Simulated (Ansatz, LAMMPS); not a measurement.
# Electronic structure of Mg2+ TFSI- in diglyme and a fluorinated ether (TTE) at 300 K (126 atoms)

Wanted: forces, charges and levels of Mg2+ TFSI- in diglyme and a fluorinated ether (TTE) at 300 K (126 atoms).

Main program and level: Ansatz 0.2.0; Kohn-Sham DFT, PBE+D3(BJ), PAW (set soft_2), plane waves.

### Step 1. The structure

The cell holds 126 atoms: 30 C, 15 O, 30 H, 44 F, 2 N, 4 S and 1 Mg. Cell: a = 12.222 Å, b = 12.222 Å, c = 12.222 Å, α = 90.0°, β = 90.0°, γ = 90.0°. 1 diglyme, 4 a fluorinated ether (TTE), 1 Mg2+, 2 TFSI- placed at random, at 1.5 g/cm³; overlaps pushed apart, then 10 ps at 550 K with divalent ions of Li, Roberts, Chakravorty and Merz (J. Chem. Theory Comput. 9, 2733 (2013)); MMFF94 bonds, angles, torsions, charges and radii (Halgren, J. Comput. Chem. 17, 490 (1996)) in harmonic and 12-6 forms; charges of ions scaled by 0.8. Snapshot after 30 ps at 300 K and fixed volume.

Before any run, some limits are plain. The network of contacts between molecules at the start is that of the classical potential that made the cell, and needn't be the one that DFT or experiment would give. The density was typed from a rule of thumb and may lie off the real one at this temperature. Only the Γ point is sampled, in a cell whose shortest periodic width is 12 Å.

### Step 2. Making the structure

A classical potential makes the cell, at a small fraction of what the same run would cost in DFT.

This step: classical MD, divalent ions of Li, Roberts, Chakravorty and Merz (J. Chem. Theory Comput. 9, 2733 (2013)); MMFF94 bonds, angles, torsions, charges and radii (Halgren, J. Comput. Chem. 17, 490 (1996)) in harmonic and 12-6 forms; charges of ions scaled by 0.8 (LAMMPS 22 Jul 2025 - Update 4).

Contents of in.lmp:

```
# Mg2+ TFSI- in diglyme and a fluorinated ether (TTE)
units real
atom_style full
boundary p p p
bond_style harmonic
angle_style harmonic
dihedral_style opls
improper_style harmonic
special_bonds lj 0 0 0.5 coul 0 0 0.75
read_data data.lmp
neigh_modify delay 0 every 1 check yes one 4000
comm_modify cutoff 12.0
timestep 0.5
thermo_style custom step time temp pe press density
thermo_modify norm yes
# push overlapping molecules apart
pair_style soft 2.6
pair_coeff * * 0.0
variable a equal ramp(1,60)
fix ad all adapt 1 pair soft a * * v_a
velocity all create 550 488620 mom yes dist gaussian
fix lim all nve/limit 0.03
fix lan all langevin 550 550 50 488621 zero yes
thermo 1000
run 3000 post no
unfix ad
pair_style lj/cut/coul/long 9.0
pair_modify mix arithmetic tail yes
pair_coeff 1 1 0.0678 3.3680   # C
pair_coeff 2 2 0.0763 3.0430   # O
pair_coeff 3 3 0.0216 2.5400   # H
pair_coeff 4 4 0.0801 2.5590   # F
pair_coeff 5 5 0.0721 3.5530   # N
pair_coeff 6 6 0.2681 3.4180   # S
# [... 20 lines left out ...]
compute msd all msd com yes
thermo 7500
fix md all nvt temp 300 300 100
run 30000 post no
print "== T300: mean square displacement over the hold $(c_msd[4]:%.2f) A^2"
unfix md
uncompute msd
write_dump all custom T300.dump id type xs ys zs modify sort id
```

Run with:

```sh
$ lmp -in in.lmp -log none -nocite
```

Numbers of over 12 decimals in the logs are rounded to 6 here.

Log:

```text
LAMMPS (22 Jul 2025 - Update 4)
Reading data file ...
  orthogonal box = (0 0 0) to (12.22215 12.22215 12.22215)
  126 atoms
  orthogonal box = (0 0 0) to (12.22215 12.22215 12.22215)
  118 bonds
  213 angles
  216 dihedrals
   Step          Time           Temp          PotEng         Press         Density
         0   0              550            0.70582379    -7766.0362      1.4979983
      1000   500            468.23423      2.0429073      10060.836      1.4979983
      2000   1000           509.67857      2.0030595      17520.784      1.4979983
      3000   1500           521.12538      2.0092621      6392.858       1.4979983
Loop time of 0.231451 s on 1 MPI rank(s) for 3000 steps with 126 atoms
PPPM initialization ...
  G vector (1/distance) = 0.30524374
  grid = 8 8 8
  estimated relative force accuracy = 2.7129579e-05
   Step          Time           Temp          PotEng         Press         Density
      3000   1500           521.12538      5.3018574      1936.5341      1.4979983
      3100   1550           521.12538      3.083462       1184.2161      1.4979983
      3200   1600           521.12538      2.8944936      2932.902       1.4979983
      3300   1650           521.12538      2.7574762      3147.2256      1.4979983
Loop time of 0.276783 s on 1 MPI rank(s) for 300 steps with 126 atoms
Minimization stats:
[... 9 lines left out ...]
WARNING: Bond/angle/dihedral extent > half of periodic box length
Loop time of 0.67214 s on 1 MPI rank(s) for 2000 steps with 126 atoms
WARNING: Bond/angle/dihedral extent > half of periodic box length
   Step          Time           Temp          PotEng         Press         Density
      2000   1000           544.70493      4.2555529      4854.0186      1.4979983
[... 5 lines left out ...]
WARNING: Bond/angle/dihedral extent > half of periodic box length
Loop time of 3.51094 s on 1 MPI rank(s) for 10000 steps with 126 atoms
WARNING: Bond/angle/dihedral extent > half of periodic box length
   Step          Time           Temp          PotEng         Press         Density
[... 4 lines left out ...]
WARNING: Bond/angle/dihedral extent > half of periodic box length
Loop time of 1.73962 s on 1 MPI rank(s) for 5000 steps with 126 atoms
WARNING: Bond/angle/dihedral extent > half of periodic box length
   Step          Time           Temp          PotEng         Press         Density
[... 2 lines left out ...]
     30000   29000          303.40188      3.0114893      805.56877      1.4979983
     37500   36500          306.2106       2.9365661      108.90878      1.4979983
     45000   44000          314.33582      3.0649925     -6945.7302      1.4979983
     47000   46000          292.69139      3.0234197      1500.8262      1.4979983
Loop time of 10.2657 s on 1 MPI rank(s) for 30000 steps with 126 atoms
== T300: mean square displacement over the hold 6.82 A^2
```

Run time: 17 s. Hardware: 1 thread of Arm Neoverse V2, shared host; peak memory 0.13 GiB.

The input also reads data.lmp (atoms, bonds and types; not printed here).

### Step 3. Plane-wave single point

One self-consistent run at the given positions yields energy and forces.

Contents of input.yaml:

```yaml
crystal:
  lattice:
    - [12.22215, 0.0, 0.0]
    - [0.0, 12.22215, 0.0]
    - [0.0, 0.0, 12.22215]
  atoms:
    - { symbol: C, position: [0.0407, 0.17992, 0.15854] }
    - { symbol: O, position: [0.92962, 0.19234, 0.21233] }
    - { symbol: C, position: [0.86747, 0.09644, 0.17939] }
    - { symbol: C, position: [0.74831, 0.10441, 0.21794] }
    - { symbol: O, position: [0.7548, 0.18281, 0.30451] }
    - { symbol: C, position: [0.743, 0.13041, 0.41079] }
    - { symbol: C, position: [0.7986, 0.209, 0.4925] }
    - { symbol: O, position: [0.89185, 0.26367, 0.44369] }
    - { symbol: C, position: [0.95067, 0.31999, 0.5278] }
    - { symbol: H, position: [0.03297, 0.15814, 0.06942] }
    - { symbol: H, position: [0.07785, 0.10702, 0.20162] }
    - { symbol: H, position: [0.09478, 0.24788, 0.16802] }
    - { symbol: H, position: [0.86721, 0.10175, 0.08746] }
    - { symbol: H, position: [0.90889, 0.02483, 0.21177] }
    - { symbol: H, position: [0.71068, 0.02291, 0.2425] }
    - { symbol: H, position: [0.69326, 0.13164, 0.14994] }
    - { symbol: H, position: [0.79101, 0.05192, 0.39887] }
    - { symbol: H, position: [0.65725, 0.10859, 0.43242] }
    - { symbol: H, position: [0.82229, 0.16436, 0.56599] }
    - { symbol: H, position: [0.74029, 0.26944, 0.51351] }
    - { symbol: H, position: [0.02716, 0.34992, 0.4905] }
    - { symbol: H, position: [0.98956, 0.26813, 0.59022] }
    - { symbol: H, position: [0.89987, 0.39334, 0.55684] }
    - { symbol: F, position: [0.26616, 0.14946, 0.28639] }
    - { symbol: C, position: [0.25715, 0.18973, 0.38869] }
    - { symbol: F, position: [0.16935, 0.2572, 0.38768] }
    - { symbol: C, position: [0.24696, 0.10048, 0.47234] }
    - { symbol: F, position: [0.15914, 0.04435, 0.44638] }
    - { symbol: F, position: [0.23841, 0.13413, 0.57658] }
    - { symbol: O, position: [0.33972, 0.03364, 0.46161] }
    - { symbol: C, position: [0.34106, 0.94998, 0.54337] }
    - { symbol: C, position: [0.4343, 0.86416, 0.5141] }
    [... 88 atom lines left out ...]
    - { symbol: O, position: [0.31973, 0.596, 0.09039] }
    - { symbol: C, position: [0.32513, 0.571, 0.29897] }
    - { symbol: F, position: [0.31068, 0.46579, 0.34316] }
    - { symbol: F, position: [0.29671, 0.63457, 0.38406] }
    - { symbol: F, position: [0.4365, 0.59075, 0.27996] }
    - { symbol: Mg, position: [0.86423, 0.3153, 0.29367] }
kpoints:
  mp_grid: { grid: [1, 1, 1] }
hamiltonian:
  xc: pbe
  dispersion: d3bj
scf:
  occupations: { method: fixed }
output:
  forces: true
  stress: true
  populations: true
  dos:
    method: { smearing: { sigma: 0.08 } }
    de: 0.1
    projected: { site_lists: { C: [C], F: [F], H: [H], Mg: [Mg], "N": ["N"] } }
  eigenvalues: true
  write_density: true
  write_potential: true
  volumetric_format: npy
```

Run with:

```sh
$ ansatz run input.yaml --threads 8 --pin off --max-ram 15872MiB --backend cpu --events-out ev --progress --plain --runs-dir out
```

Log:

```text
Engine: ansatz 0.2.0, aarch64-unknown-linux-gnu
Pseudopotentials: kind: paw
Pseudopotential: C, paw, valence charge 4, recommended cutoff 420 eV (normal), C.paw.azcp
Pseudopotential: O, paw, valence charge 6, recommended cutoff 420 eV (normal), O.paw.azcp
Pseudopotential: H, paw, valence charge 1, recommended cutoff 420 eV (normal), H.paw.azcp
Pseudopotential: F, paw, valence charge 7, recommended cutoff 420 eV (normal), F.paw.azcp
Pseudopotential: N, paw, valence charge 5, recommended cutoff 420 eV (normal), N.paw.azcp
Pseudopotential: S, paw, valence charge 6, recommended cutoff 420 eV (normal), S.paw.azcp
Pseudopotential: Mg, paw, valence charge 10, recommended cutoff 420 eV (normal), Mg.paw.azcp
[... 5 lines on functional and potentials left out ...]
Crystal: 126 atoms, lattice volume = 1825.756 Å³
Basis set: ecut = 420 eV, 35729 PW (Γ), exchange–correlation on 180×180×180 points (8 copies of the dense FFT grid, shifted against one another)
Bands: 422, of which v1, the nominal top of the filled ones, is band 296 counted from 1 (295 counted from 0)
Symmetry: 1 space group operations
Space group: P1 (ITA 1), of the structure as read, at distance tolerance 1.2e-4 Å
k-points: 1
[... 15 lines on functional and potentials left out ...]
Initial density: superposition of atomic densities (neutral atoms: chi_scale 0, normalization atom), corrected by the library's trained network
Initial wavefunctions: pseudopotential atomic-orbital guess
Functional: x = pbe(κ = 0.804, μ = 0.219515), c = pbe(β = 0.066725)
SCF iter   1: F=—  HF=-58350.413559 eV  |F-HF|=—  |Δ(HF+E_count)|=         —  Δρ=5.78e-3  dr2=5.37e-1  ethr=1.77e-3  ⟨swp⟩=5.0  Hψ=1573  notcnv=0  defer=123
preconditioner: auto → Resta (q_TF=auto, 2.261 Å⁻¹)  ε∞=2.3  [insulator: Δε(μ)=5.449 eV  Ē_g=18.104 eV  n_scr=364 (ndim 8)  ℏωp=21.0 eV  f_vac=0.395  ε∞_Penn≈2.3]
SCF iter   2: F=—  HF=-58350.281140 eV  |F-HF|=—  |Δ(HF+E_count)|=   1.32e-1  Δρ=2.84e-3  dr2=1.12e-1  ethr=9.08e-5  ⟨swp⟩=3.0  Hψ=737  notcnv=0  defer=124
SCF iter   3: F=—  HF=-58350.278258 eV  |F-HF|=—  |Δ(HF+E_count)|=   2.88e-3  Δρ=1.22e-3  dr2=3.15e-2  ethr=1.90e-5  ⟨swp⟩=3.0  Hψ=599  notcnv=0  defer=124
SCF iter   4: F=—  HF=-58350.277171 eV  |F-HF|=—  |Δ(HF+E_count)|=   1.09e-3  Δρ=4.66e-4  dr2=4.57e-3  ethr=5.32e-6  ⟨swp⟩=3.0  Hψ=600  notcnv=0  defer=124
SCF iter   5: F=—  HF=-58350.276560 eV  |F-HF|=—  |Δ(HF+E_count)|=   6.12e-4  Δρ=2.68e-4  dr2=1.32e-3  ethr=7.72e-7  ⟨swp⟩=3.0  Hψ=556  notcnv=0  defer=124
SCF iter   6: F=—  HF=-58350.276303 eV  |F-HF|=—  |Δ(HF+E_count)|=   2.57e-4  Δρ=7.14e-5  dr2=1.41e-4  ethr=2.23e-7  ⟨swp⟩=2.0  Hψ=555  notcnv=0  defer=124
SCF iter   7: F=—  HF=-58350.276271 eV  |F-HF|=—  |Δ(HF+E_count)|=   3.20e-5  Δρ=3.57e-5  dr2=2.80e-5  ethr=2.38e-8  ⟨swp⟩=2.0  Hψ=554  notcnv=0  defer=123
SCF iter   8: F=—  HF=-58350.280416 eV  |F-HF|=—  |Δ(HF+E_count)|=   4.14e-3  Δρ=1.83e-5  dr2=6.71e-6  ethr=4.73e-9  ⟨swp⟩=2.0  Hψ=695  notcnv=0  defer=121
SCF iter   9: F=—  HF=-58350.280418 eV  |F-HF|=—  |Δ(HF+E_count)|=   2.40e-6  Δρ=5.90e-6  dr2=8.69e-7  ethr=1.13e-9  ⟨swp⟩=2.0  Hψ=554  notcnv=0  defer=121
SCF iter  10: F=—  HF=-58350.280419 eV  |F-HF|=—  |Δ(HF+E_count)|=   1.35e-6  Δρ=3.97e-6  dr2=2.83e-7  ethr=1.47e-10  ⟨swp⟩=2.0  Hψ=597  notcnv=0  defer=122
SCF iter  11: F=-58350.280420 eV  HF=-58350.280420 eV  |F-HF|=1.01e-7  |Δ(HF+E_count)|=   3.17e-7  Δρ=1.02e-6  dr2=2.90e-8  ethr=1.69e-11  ⟨swp⟩=23.0  Hψ=3952  notcnv=0
SCF 1 converged in 11 iterations: F = -58350.280420 eV  dr2 = 2.90e-8
  greatest PAW one-centre occupation: 1.000 electrons in one spin orbital (limit 2), on the Mg atom at site 125 (counted from 0), in its partial waves of l = 0
WARN: The output density's exchange-correlation potential varies sharply where the density is thin. Do not read a vacuum level from v_tot or v_xc, or from such a field of the output density. On a cell that repeats whose density bears no net charge and no dipole along the vacuum's axis use v_es (v_loc + v_h of the components); [...]
SCF converged after 11 iterations
Free energy (F): -58350.280420 eV
Harris-Foulkes:  -58350.280420 eV  (|F-HF|=1.01e-7)
Internal energy: -58350.280420 eV  (E = F + TS)
E sigma→0 (E₀):  -58350.280420 eV
Fermi energy:    -1.282066 eV
--- Per-component energies (eV) ---
  E_band       = -6489.811321
  E_kinetic    = 15624.549230
  E_local      = -75862.441181  (includes V_loc(G=0)·N_el)
  E_nonlocal   = 5090.028963
  E_hartree    = 30471.279847
  E_xc         = -6827.760914
  E_vxc        = -8536.654136  (∫ρ·V_xc dr)
  E_paw        = -17134.470832  (= ΣΔE_a)
  E_vpaw       = -3747.932304  (= ΣTr[D̂ρ^β])
  E_aug_tail   = 0.086175  (compensation charges beyond the density's cutoff)
  E_ewald      = -9705.563928
  E_disp       = -5.987779  (pairwise vdW)
  E_smearing   = -0.000000  (= −TS)
  E_closure    = -0.000000  (closes the sum)
  Σ components = -58350.280420   (vs F -58350.280420, Δ=0.00e0)
--- Forces (eV/Å), atoms counted from 1 ---
  atom   1  C     -0.84865950    -2.27384643     0.31864487
  atom   2  O      1.74225773    -0.47000961    -1.44824578
  atom   3  C     -0.23395293     0.45671007    -1.59057512
  atom   4  C     -0.22439791    -0.22480160    -0.72518381
  atom   5  O     -2.09296657    -0.28365829     0.81114555
  atom   6  C      1.78102968    -0.58959630    -0.42036792
  atom   7  C     -0.31197863    -1.16820176    -0.74591230
  atom   8  O      0.06000783    -1.27210359     1.21160670
  atom   9  C      0.87523906     1.84918375    -0.23800928
  atom  10  H     -0.25506776     0.37371023     0.80318980
  atom  11  H     -0.23217665     0.75958598    -0.55840023
  atom  12  H     -0.06428428     1.02691969     0.38963321
  atom  13  H      0.14293043    -0.75514091     0.76470066
  atom  14  H      0.23071486    -0.39192717    -0.10421549
[...]
atom 125  F     -2.29864220    -0.51735030    -0.02215933
  atom 126  Mg    -0.59599056     0.70858363    -0.51441423
  max |Σ_I F_I| component: 7.02e-5 eV/Å
--- Stress (GPa, compression-positive) ---
        2.195712       0.064652      -0.283804
        0.064651       1.423285       0.630689
       -0.283804       0.630688       1.359456
  P = ⅓ Tr σ = 1.6595 GPa (16.595 kbar)
--- Band table (eV) ---
  k-point 0: bands = ["-74.3318", "-41.1155", "-41.0919", "-41.0787", [... 406 levels ...], "9.8740", "9.9105", "9.9321", "9.9806", "10.0001", "10.0346", "10.0538", "10.0828", "10.1453", "10.1604", "10.1680", "10.1864"]
--- Löwdin populations: 126 sites ---
  site symbol       q [e]
     0      C      4.2332
     1      O      6.4342
     2      C      4.0672
[...]
125     Mg      8.3778
  spilling = 0.012079 (of n_electrons = 592.000000)
```

Elapsed: 16 s, on 8 threads of Arm Neoverse V2, shared host; peak memory 2.6 GiB.

In the SCF lines HF is the Harris–Foulkes energy and dr2 the Hartree energy of the density residual, in eV; the loop may stop once dr2 is under the threshold and the program's other checks hold. Hψ counts applications of the Hamiltonian.

The program notes that the exchange-correlation potential is rough where the density is thin.

The run gave:

```yaml
free_energy: -58350.2804 eV
free_energy_per_atom: -463.0975 eV/atom
scf_cycles: 11
pressure: 1.659 GPa
r_m_s_force_component: 1.013 eV/Å
longest_force: 3.845 eV/Å
fermi_energy: -1.282 eV
spacing_of_highest_filled_and_lowest_empty_level: 5.4 eV
spilling_of_the_projection: 0.01208
```

Neighbours are counted within 1.62 Å (F-C), 1.85 Å (C-C), 1.34 Å (C-H), 1.73 Å (C-O), 2.21 Å (C-S), 1.88 Å (O-S), 2.52 Å (O-Mg), 2.02 Å (S-N).

Length of the force by element and coordination:

```csv
element,coordination,atoms,mean length of the force (eV/Å),spread,least,most
C,all,30,2.32,0.833,0.769,3.85
F,all,44,1.16,0.642,0.192,2.77
H,all,30,1.07,0.632,0.258,3.45
Mg,all,1,1.06,0,1.06,1.06
N,all,2,1.74,0.805,0.939,2.55
O,all,15,1.76,0.738,0.771,3.21
O,1,5,1.98,0.901,0.877,3.21
O,2,7,1.45,0.617,0.771,2.59
O,3,3,2.11,0.251,1.76,2.31
S,all,4,2.14,0.256,1.73,2.42
```

Löwdin charges by element and coordination (they lack the spilled electrons, 0.057 e an atom on average):

```csv
element,coordination,atoms,mean charge (e),spread,least,most
C,all,30,0.358,0.349,-0.243,0.764
F,all,44,-0.232,0.0212,-0.266,-0.174
H,all,30,0.216,0.0154,0.174,0.243
Mg,all,1,1.62,0,1.62,1.62
N,all,2,-0.854,0.018,-0.872,-0.836
O,all,15,-0.577,0.199,-0.826,-0.330
O,1,5,-0.720,0.0136,-0.732,-0.695
O,2,7,-0.545,0.240,-0.826,-0.330
O,3,3,-0.412,0.0162,-0.434,-0.395
S,all,4,2.21,0.0169,2.19,2.23
```

Density of states as counts of states in windows of 1 eV (from the Fermi level), total and the larger projections:

```csv
from (eV),to (eV),total,F p,C p,H s,C s
-18,-17,2.5,0.0,0.0,0.0,0.0
-17,-16,1.5,0.0,0.0,0.0,0.0
-16,-15,0.0,0.0,0.0,0.0,0.0
-15,-14,0.9,0.1,0.2,0.1,0.4
-14,-13,11.8,1.2,2.1,0.8,4.7
-13,-12,11.7,1.6,2.1,0.6,3.6
-12,-11,10.5,2.4,1.7,0.7,2.9
-11,-10,10.6,2.6,0.7,1.3,2.6
-10,-9,20.9,8.5,3.0,1.4,2.9
-9,-8,33.8,17.2,9.1,0.9,0.6
-8,-7,43.5,23.2,11.0,1.3,0.4
-7,-6,34.2,14.8,9.9,2.4,0.5
-6,-5,24.4,5.7,6.0,2.1,0.2
-5,-4,58.0,40.6,4.4,1.7,0.3
-4,-3,87.5,71.3,5.8,2.9,0.6
-3,-2,58.1,33.4,5.9,3.5,0.5
-2,-1,30.5,10.4,4.5,1.5,0.5
-1,0,23.8,1.5,1.8,2.0,0.2
0,1,1.9,0.0,0.0,0.0,0.0
1,5,0.0,0.0,0.0,0.0,0.0
```

The curve was stored every 0.100 eV, coarse against its broadening of 0.08 eV, so these counts are rough.

With fixed occupations the program's Fermi level is the highest filled level; weight inside the gap is the broadening of levels at its edges.

Between -26 and -18 eV lie 106 more states.

About 22 of the 592 electrons lie in deeper levels, below the stored range.

Not all projections were asked for or kept, so they needn't add up to the total.

The levels nearest the highest filled one (over half full), pooled over k-points and spins:

```csv
level less the highest filled one (eV),occupation
-0.620,2
-0.421,2
-0.363,2
-0.272,2
-0.0079,2
0,2
5.40,0
5.58,0
5.62,0
5.78,0
5.87,0
5.97,0
```

Electrostatic potential energy in the ab plane at fractional z = 0.168, with atoms of C and H and F and O and N and S within 0.2 Å of it. With pseudopotentials it is smooth inside the atoms' cores, unlike the true potential.

Ten even steps from '0' (-42 eV) to '9' (7 eV), each cell a mean:
```
9999999963378888999999999999999999
9999999999999988999999999999999999
9999999999999999999999999999999999
9999999999999999999999999999999999
9999999999999999999999999999999999
9999998899999999999999999999999999
9999961159999999999999999999999999
6789961037899999999999999999999886
0479984112589999999999999999952340
1478873010379999999999999999820041
7788764101589999999998899999975687
8887300467899999999986678999999998
9887301699999999999873125899999999
9999878999999999999850102557999999
9999999999999999997431011001899999
9999999999999999993004666213899999
9999999999999999996348999888999999
8862699999999999999999999999999999
5223799999999999999999999999998667
0005899999999864799999988889886446
5237999999998852799999834677523677
8877999999998888999999876457100489
9999999974588889999999998788534789
9999999820058889999999999999888899
```
Columns run along a (12.2 Å; values clipped at the 3rd and 97th percentile), rows up along b (12.2 Å). Atoms in or near the plane, at fractional coordinates: C at (0.04, 0.18), C at (0.87, 0.10), H at (0.09, 0.25), F at (0.28, 0.01), H at (0.44, 0.16), O at (0.77, 0.37), N at (0.16, 0.49), S at (0.24, 0.59).

(Part 1 of 2 ends here.)

[Logs are printed without paths, hosts, clocks, repeated set-up lines and the standing remarks that a program may print on its own settings, such as how far it seeks lower states.]

[Hosts, paths, dates, database ids (printed as entryN), source tags and the programs' standing remarks are cut or masked in the printed files.]

[The MMFF94 radii named for the starting cell were scaled by 0.96; in molecules described by MMFF94, hydrogen bound to N, O or S took a small fixed 12-6 site in their place.]
